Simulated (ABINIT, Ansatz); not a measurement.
# Quasiparticle gap of CaC2 (R-3m) in ABINIT, part 3 of 3

How does a plane-wave GW calculation on CaC2 (R-3m) run from the first input to the gap?

ABINIT 10.8.3; PBEsol and many-body steps on it, plane waves. Known limits of the many-body steps: not at the basis limit.

So far. Step 4 (Empty states on the mesh, 4×4×4 mesh, 134 bands): On this mesh the gap is 2.585 eV. Step 5 (Screening, 4×4×4 mesh, 126 bands, screening to 176.9 eV): Local fields lower ε∞ by 19 %.

## Step 6: Self-energy, 4×4×4 mesh, 126 bands, screening to 176.9 eV

The self-energy is evaluated for the states that the input lists, and the levels follow from it, in one-shot runs by the linearised quasiparticle equation.

This step: G0W0 on PBEsol, plane waves, norm-conserving pseudopotentials.

run.abi reads:

```
acell 3*1.0 Angstrom
rprim 
  1.944397984288 1.122598699617 3.953874776707
  -1.944397984288 1.122598699617 3.953874776707
  -0.000000000000 -2.245197399304 3.953874776686
ntypat 2
znucl 20 6
natom 3
typat 1 2 2
xred 
  0.000000000000 0.000000000000 0.000000000000
  0.552915000000 0.552915000000 0.552915000000
  0.447085000000 0.447085000000 0.447085000000
pp_dirpath "pseudos"
pseudos "Ca.upf, C.upf"
ecut 37
ngkpt 4 4 4
nshiftk 1
shiftk 0 0 0
kptopt 1
chksymbreak 0
istwfk *1
occopt 1
irdwfk 1
optdriver 4
nband 126
gwcalctyp 0
ecutsigx 37
symsigma 1
nkptgw 3
kptgw 
  0.5000000000 0.5000000000 0.5000000000
  0.5000000000 0.5000000000 0.0000000000
  0.0000000000 0.0000000000 0.0000000000
bdgw 
  7 11
  8 11
  8 11
ecuteps 6.5
irdscr 1
ppmodel 1
indata_prefix "in"
outdata_prefix "out"
tmpdata_prefix "tmp"
```

Launch:

```
> OMP_NUM_THREADS=1 mpirun -n 4 abinit run.abi > log
```

Numbers of over 12 decimals in the logs are rounded to 6 here.

What it wrote:

```text
.Version 10.8.3 of ABINIT. v10.8.2 released Aug 2026.

 Symmetries : space group R-3 m (#166); Bravais hR (rhombohedral)
[... echo of the input left out ...]
== DATASET  1 ==================================================================
-   mpi_nproc: 4, omp_nthreads: 1 (-1 if OMP is not activated)

--- !DatasetInfo
iteration_state: {dtset: 1, }
dimensions: {natom: 3, nkpt: 13, mband: 126, nsppol: 1, nspinor: 1, nspden: 1, mpw: 3777, }
cutoff_energies: {ecut:  37.0, pawecutdg:  -1.0, }
electrons: {nelect:   1.80000000E+01, charge:   0.00000000E+00, occopt:   1.00000000E+00, tsmear:   1.00000000E-02, }

 SIGMA: Calculation of the GW corrections

 Based on a program developped by R.W. Godby, V. Olevano, G. Onida, and L. Reining.
 Incorporated in ABINIT by V. Olevano, G.-M. Rignanese, and M. Torrent.
.Using double precision arithmetic ; gwpc =  8

[... cell and pseudopotentials left out ...]
--------------------------------------------------------------------------------

 ==== K-mesh for the wavefunctions ====
 Number of points in the irreducible wedge :    13
[... list of points left out ...]
 Together with 12 symmetry operations and time-reversal symmetry
 yields    64 points in the full Brillouin Zone.

 ==== Q-mesh for screening function ====
 Number of points in the irreducible wedge :    13
[... list of points left out ...]
 Together with 12 symmetry operations and time-reversal symmetry
 yields    64 points in the full Brillouin Zone.

 vcoul_init : cutoff-mode = AUXILIARY_FUNCTION
 q-points for optical limit:   1
     1)      0.000010    0.000020    0.000030
 setmesh: FFT mesh size selected  =    48x   48x   48
          total number of points  =       110592

 Number of electrons calculated from density =   18.0000; Expected =   18.0000
 average of density, n =  0.051510
 r_s =    1.6673
 omega_plasma =   21.8928 [eV]

 === KS Band Gaps ===
  >>>> For spin  1
   Minimum direct gap =   3.8903 [eV], located at k-point      :   0.5000  0.5000  0.0000
   Fundamental gap    =   2.5851 [eV], Top of valence bands at :   0.5000  0.5000  0.5000
                                       Bottom of conduction at :   0.5000  0.5000  0.0000
 SIGMA fundamental parameters:
 PLASMON POLE MODEL  1
 number of plane-waves for SigmaX                 3777
 number of plane-waves for SigmaC and W            285
 number of plane-waves for wavefunctions          3777
 number of bands                                   126
 number of independent spin polarizations            1
 number of spinorial components                      1
 number of k-points in IBZ                          13
 number of q-points in IBZ                          13
 number of symmetry operations                      12
 number of k-points in BZ                           64
 number of q-points in BZ                           64
 number of frequencies for dSigma/dE                 9
 frequency step for dSigma/dE [eV]                0.25
 number of omega for Sigma on real axis              0
 max omega for Sigma on real axis  [eV]           0.00
 zcut for avoiding poles [eV]                     0.10

 EPSILON^-1 parameters (SCR file):
 dimension of the eps^-1 matrix on file            285
 dimension of the eps^-1 matrix used               285
 number of plane-waves for wavefunctions          3777
 number of bands                                   126
 number of q-points in IBZ                          13
 number of frequencies                               2
 number of real frequencies                          1
 number of imag frequencies                          1

 matrix elements of self-energy operator (all in [eV])

 Perturbative Calculation

--- !SelfEnergy_ee
iteration_state: {dtset: 1, }
kpoint     : [   0.500,    0.500,    0.500, ]
spin       : 1
KS_gap     :    5.544
QP_gap     :    6.893
Delta_QP_KS:    1.349
data: !SigmaeeData |
     Band     E0 <VxcDFT>   SigX SigC(E0)      Z dSigC/dE  Sig(E)    E-E0       E
        7   1.052 -13.415 -16.390   1.738   0.781  -0.281 -14.381  -0.966   0.086
        8   1.052 -13.415 -16.390   1.738   0.781  -0.281 -14.381  -0.966   0.086
        9   2.560 -14.924 -18.845   2.771   0.774  -0.292 -15.815  -0.891   1.669
       10   8.104  -8.203  -3.942  -3.710   0.832  -0.201  -7.744   0.458   8.563
       11   8.246 -14.001  -6.893  -4.677   0.806  -0.241 -12.042   1.959  10.205

--- !SelfEnergy_ee
iteration_state: {dtset: 1, }
kpoint     : [   0.500,    0.500,    0.000, ]
spin       : 1
KS_gap     :    3.890
QP_gap     :    5.981
Delta_QP_KS:    2.091
data: !SigmaeeData |
     Band     E0 <VxcDFT>   SigX SigC(E0)      Z dSigC/dE  Sig(E)    E-E0       E
        8   1.231 -13.450 -16.535   1.734   0.782  -0.279 -14.506  -1.057   0.174
        9   1.255 -13.860 -17.884   2.835   0.773  -0.293 -14.779  -0.919   0.336
       10   5.145 -11.474  -6.641  -3.392   0.812  -0.231 -10.303   1.172   6.317
       11   6.555 -13.746  -7.688  -3.937   0.801  -0.249 -12.048   1.698   8.253

--- !SelfEnergy_ee
iteration_state: {dtset: 1, }
kpoint     : [   0.000,    0.000,    0.000, ]
spin       : 1
KS_gap     :    3.898
QP_gap     :    6.396
Delta_QP_KS:    2.498
data: !SigmaeeData |
     Band     E0 <VxcDFT>   SigX SigC(E0)      Z dSigC/dE  Sig(E)    E-E0       E
        8   1.731 -13.847 -16.648   1.550   0.782  -0.278 -14.826  -0.979   0.752
        9   1.731 -13.847 -16.648   1.550   0.782  -0.278 -14.826  -0.979   0.752
       10   5.629 -12.960  -7.505  -3.570   0.806  -0.241 -11.441   1.519   7.148
       11   5.629 -12.960  -7.505  -3.570   0.806  -0.241 -11.441   1.519   7.148

== END DATASET(S) ==============================================================
================================================================================

 -outvars: echo values of variables after computation  --------
           etotal      0.0000000000E+00
            nband         126
             nkpt          13
          spgroup         166
 [... the other variables as echoed above ...]

 Calculation completed.
```

Wall time 55 s (4 MPI ranks of Arm Neoverse N1, shared host); peak memory 1.9 GiB.

This step gave:

```
G0W0 gap on the points computed              : 4.648 eV
starting gap on the mesh                     : 2.585 eV
k of the valence top                         : 0.5, 0.5, 0.5
k of the conduction bottom                   : 0.5, 0.5, 0
Z at the valence top                         : 0.774
Z at the conduction bottom                   : 0.812
least direct G0W0 gap on the computed points : 5.981 eV
```

The gap on the mesh goes from 2.59 eV to 4.65 eV, a correction of +2.06 eV.

Limits: finite bands, cutoff and mesh. v1 is the top filled band, c1 the lowest empty one. The levels before and after the correction (eV, zero at the valence-band top of each column):

```
           conduction bottom  valence top
Kohn-Sham               2.59         0.00
     G0W0               4.65         0.00
```

```csv
,level,energy (eV)
Kohn-Sham,(0.5 0.5 0.5) v3-v2,-1.508
Kohn-Sham,(0.5 0.5 0.5) v1,0.000
Kohn-Sham,(0.5 0.5 0.5) c1,5.544
Kohn-Sham,(0.5 0.5 0.5) c2,5.686
Kohn-Sham,(0.5 0.5 0) v2,-1.329
Kohn-Sham,(0.5 0.5 0) v1,-1.305
Kohn-Sham,(0.5 0.5 0) c1,2.585
Kohn-Sham,(0.5 0.5 0) c2,3.995
G0W0,(0.5 0.5 0.5) v3-v2,-1.583
G0W0,(0.5 0.5 0.5) v1,0.000
G0W0,(0.5 0.5 0.5) c1,6.894
G0W0,(0.5 0.5 0.5) c2,8.536
G0W0,(0.5 0.5 0) v2,-1.495
G0W0,(0.5 0.5 0) v1,-1.333
G0W0,(0.5 0.5 0) c1,4.648
G0W0,(0.5 0.5 0) c2,6.584
```

## Step 7: Where the time went

Times are wall times on 4 MPI ranks of Arm Neoverse N1, shared host, good to a factor of about two.

| step | time | share | memory (GiB) |
| --- | --- | --- | --- |
| ground state | 28 s | 5 % | 0.35 |
| bands along the symmetry lines | 34 s | 6 % | 0.32 |
| empty states on the mesh | 3.8 min | 43 % | 3.3 |
| screening | 3.2 min | 36 % | 1.9 |
| self-energy | 55 s | 10 % | 1.9 |

## Step 8: What came out

```yaml
pbesol_gap: 2.59 eV, indirect
g0w0_gap_on_the_mesh: 4.65 eV
gw_settings: 4×4×4 mesh, 126 bands, screening to 176.9 eV, Godby-Needs plasmon pole
known_limits: not at the basis limit
```

In words: G0W0 moves the gap on the mesh from 2.59 eV to 4.65 eV (+2.06 eV), with Z of 0.77 and 0.81 at the edges. Local fields lower the RPA ε∞ on this mesh from 4.71 to 3.80. Only 3 of the mesh's irreducible points were corrected, so a valley elsewhere could overtake. Bands and cutoff are finite, so the gap is not at the basis limit. The miss can reach some tenths of an eV and take either sign; the mesh is an error of its own. In the G0W0 run levels were corrected at 3 k points alone, so a gap called «on the mesh» is the least over those, and an edge elsewhere would be missed.

[Paths, hosts, dates, memory and timing lines, banners, echoed tables and standing remarks are left out of the program output.]

[Logs are printed without paths, hosts, clocks, repeated set-up lines and the standing remarks that a program may print on its own settings, such as how far it seeks lower states.]

[Runs of the session that timed out or met a known fault of the program may be left out.]

[Hosts, paths, dates, database ids (printed as entryN), source tags and the programs' standing remarks are cut or masked in the printed files.]

[G0W0 gaps are taken among the corrected bands and points alone; a level outside them can change the order at an edge.]

[Where Ansatz stands beside ABINIT at settings called matched, ABINIT's density can come from a denser mesh and the files from another edition; pairs whose starting gaps differed by over 0.03 eV were left out, so agreement reads better than it is.]
